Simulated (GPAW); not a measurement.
# A C chain with one bond drawn out by 0.6 Å: converging a transmission, part 3 of 3

Aim: the cheapest settings that leave the conductance of a C chain with one bond drawn out by 0.6 Å unchanged.

GPAW 26.7.0; GPAW LCAO, PAW setups; Landauer transmission from Green's functions with principal layers (ASE), zero bias.

So far, transmission at the Fermi level (one spin): step 2 (the reference run) 0.899; step 14 (k-points along the lead 4) 0.901; step 18 (broadening 1.00e-6 eV) 0.900; step 19 (broadening 0.001 eV) 0.896; step 20 (broadening 0.01 eV) 0.862.

## (21) Broadening: eta = 0.05

run.py

```python
import json
import numpy as np
from ase import Atoms
from ase.transport.calculators import TransportCalculator
from gpaw import GPAW, FermiDirac
from gpaw.lcao.tools import get_lcao_hamiltonian
from scipy.linalg import eigh

# The junction with lead layers at both ends, along the third cell vector
device = Atoms(
    ['C', 'C', 'C', 'C', 'C', 'C', 'C', 'C', 'C', 'C', 'C', 'C'],
    positions=[
        [4.50000, 4.50000, 0.64000],
        [4.50000, 4.50000, 1.92000],
        [4.50000, 4.50000, 3.20000],
        [4.50000, 4.50000, 4.48000],
        [4.50000, 4.50000, 5.76000],
        [4.50000, 4.50000, 7.04000],
        [4.50000, 4.50000, 8.92000],
        [4.50000, 4.50000, 10.20000],
        [4.50000, 4.50000, 11.48000],
        [4.50000, 4.50000, 12.76000],
        [4.50000, 4.50000, 14.04000],
        [4.50000, 4.50000, 15.32000]],
    cell=[[9.0, 0.0, 0.0], [0.0, 9.0, 0.0], [0.0, 0.0, 15.96]],
    pbc=True)

# One principal layer of the lead: the first 4 atoms of the device
lead = Atoms(
    ['C', 'C', 'C', 'C'],
    positions=[
        [4.50000, 4.50000, 0.64000],
        [4.50000, 4.50000, 1.92000],
        [4.50000, 4.50000, 3.20000],
        [4.50000, 4.50000, 4.48000]],
    cell=[[9.0, 0.0, 0.0], [0.0, 9.0, 0.0], [0.0, 0.0, 5.12]],
    pbc=True)

settings = dict(mode='lcao', basis='szp(dzp)', xc='PBE', h=0.2,
                occupations=FermiDirac(0.1), maxiter=250,
                mixer=dict(beta=0.1, nmaxold=8, weight=100.0),
                convergence=dict(density=0.0001))
energies = np.arange(-3, 3 + 1e-9, 0.075)
eta = 0.05
n1, n2 = 1, 1
# k and -k transmit alike, so half of the mesh across the current serves
mesh = [(i, j) for i in range(n1) for j in range(n2) if (i, j) <= (-i % n1, -j % n2)]
weights = np.array([1 if (i, j) == (-i % n1, -j % n2) else 2 for i, j in mesh]) / (n1 * n2)

# [... helper functions left out ...]
fermi_lead = ground_state(lead, (1, 1, 22), 'lead.txt')
fermi_device = ground_state(device, (1, 1, 5), 'device.txt')
# [... loop over the mesh left out, but for ...]
        # Shift the lead onto the potential of the device's first layer
        shift = ((H[:, 0, 0] - H0[:, 0, 0]) / S0[0, 0]).real.mean()
# [...]
kT = 8.617333e-5 * 77
bias = [0.1, 0.2, 0.5, 1.0, 1.5, 2.0]
# [... integrals and printing left out ...]
```

The run is started by

```bash
$ OMP_NUM_THREADS=1 OPENBLAS_NUM_THREADS=1 python run.py
```

The program printed:

```text
basis functions: device 108, principal layer 36
Fermi level: lead -6.8417 eV, device -6.7534 eV; lead shifted by -0.0117 eV
largest coupling past the next layer 1.03e-04 eV, largest misfit of the first layer 0.177 eV
  E-E_F (eV)   T (one spin)  [channel counts left out]
    -3.000    3.0991e-01
    -2.925    3.2036e-01
    -2.850    3.3043e-01
[...]
2.925    6.9456e-01
     3.000    6.9603e-01
conductance at 77 K: 0.72704 G0 a cell; thermopower -0.1531 uV/K
current from the zero-bias T(E) at 0.1 V: 5.6324 uA
current from the zero-bias T(E) at 0.2 V: 11.262 uA
current from the zero-bias T(E) at 0.5 V: 28.105 uA
current from the zero-bias T(E) at 1.0 V: 55.859 uA
current from the zero-bias T(E) at 1.5 V: 82.955 uA
current from the zero-bias T(E) at 2.0 V: 109.17 uA
```

Wall time 17 s (1 thread of Arm Neoverse V1, shared host); peak memory 0.51 GiB.

One spin. The transmission, zone mean by energy, zero at the Fermi level:

energy (eV), transmission, zone mean and a bar from the least value:
```
  -3.0000      0.310 
  -2.7750      0.340 ##
  -2.4750      0.377 #####
  -2.2500      0.404 #######
  -2.0250      0.434 #########
  -1.7250      0.477 ############
  -1.5000      0.514 ##############
  -1.2750      0.552 #################
  -0.9750      0.605 #####################
  -0.7500      0.642 #######################
  -0.5250      0.676 ##########################
  -0.2250      0.710 ############################
   0.0000      0.727 #############################
   0.2250      0.737 ##############################
   0.4500      0.740 ##############################
   0.5250      0.739 ##############################
   0.7500      0.735 ##############################
   0.9750      0.728 #############################
   1.2750      0.716 ############################
   1.5000      0.707 ############################
   1.7250      0.700 ###########################
   2.0250      0.692 ###########################
   2.2500      0.690 ###########################
   2.4750      0.689 ##########################
   2.7750      0.692 ###########################
   3.0000      0.696 ###########################
```

The conductance, 0.727 G₀, lies 19 % below that of the base run.

## (22) Convergence in the broadening

The runs and the base run on one axis.

This step: convergence of the conductance (GPAW 26.7.0).

The conductance by log10 of the broadening in eV:

| log10 of the broadening in eV | conductance (G₀) |
| --- | --- |
| -6.00 | 0.900 |
| -4.00 | 0.899 |
| -3.00 | 0.896 |
| -2.00 | 0.862 |
| -1.30 | 0.727 |

## (23) Summary of results

```yaml
conductance_at_the_base_settings: 0.899 G₀
range_over_the_energy_step_0p0125_to_0p2_ev: 0.899 to 0.899 G₀
range_over_the_density_threshold_1p0e_6_to_0p1: 0.899 to 0.900 G₀
range_over_the_k_points_along_the_lead_2_to_30: 0.899 to 0.905 G₀
range_over_the_broadening_1p0e_6_to_0p05_ev: 0.727 to 0.900 G₀
```

What this shows: At the base settings the conductance, averaged at 77 K, is 0.899 G₀. In the energy step, no value tried moves the conductance by 3 %. In the density threshold, no value tried moves the conductance by 3 %. In the k-points along the lead, no value tried moves the conductance by 3 %. In the broadening, 0.001 eV already gives the conductance within 3 % of the finest value tried; currents at finite bias may need more. T is read at the junction's Fermi level after the lead is aligned to it, so the test of the lead's mesh is blind to a shift of the lead's own level, and the junction's own mesh wasn't varied. Over the ranges tried, the broadening moves it most, counted as a ratio. The geometry was built from estimated bond lengths and not relaxed, so the numbers describe this model structure. An evenly spaced straight chain is an idealisation: free chains tend to dimerise, zigzag or, where a band edge lies near the Fermi level, turn magnetic. The currents use the zero-bias T(E) throughout, which holds only while the bias is small against the distance to the nearest feature.

[Logs are printed without paths, hosts, clocks, repeated set-up lines and the standing remarks that a program may print on its own settings, such as how far it seeks lower states.]

[Hosts, paths, dates, database ids (printed as entryN), source tags and the programs' standing remarks are cut or masked in the printed files.]
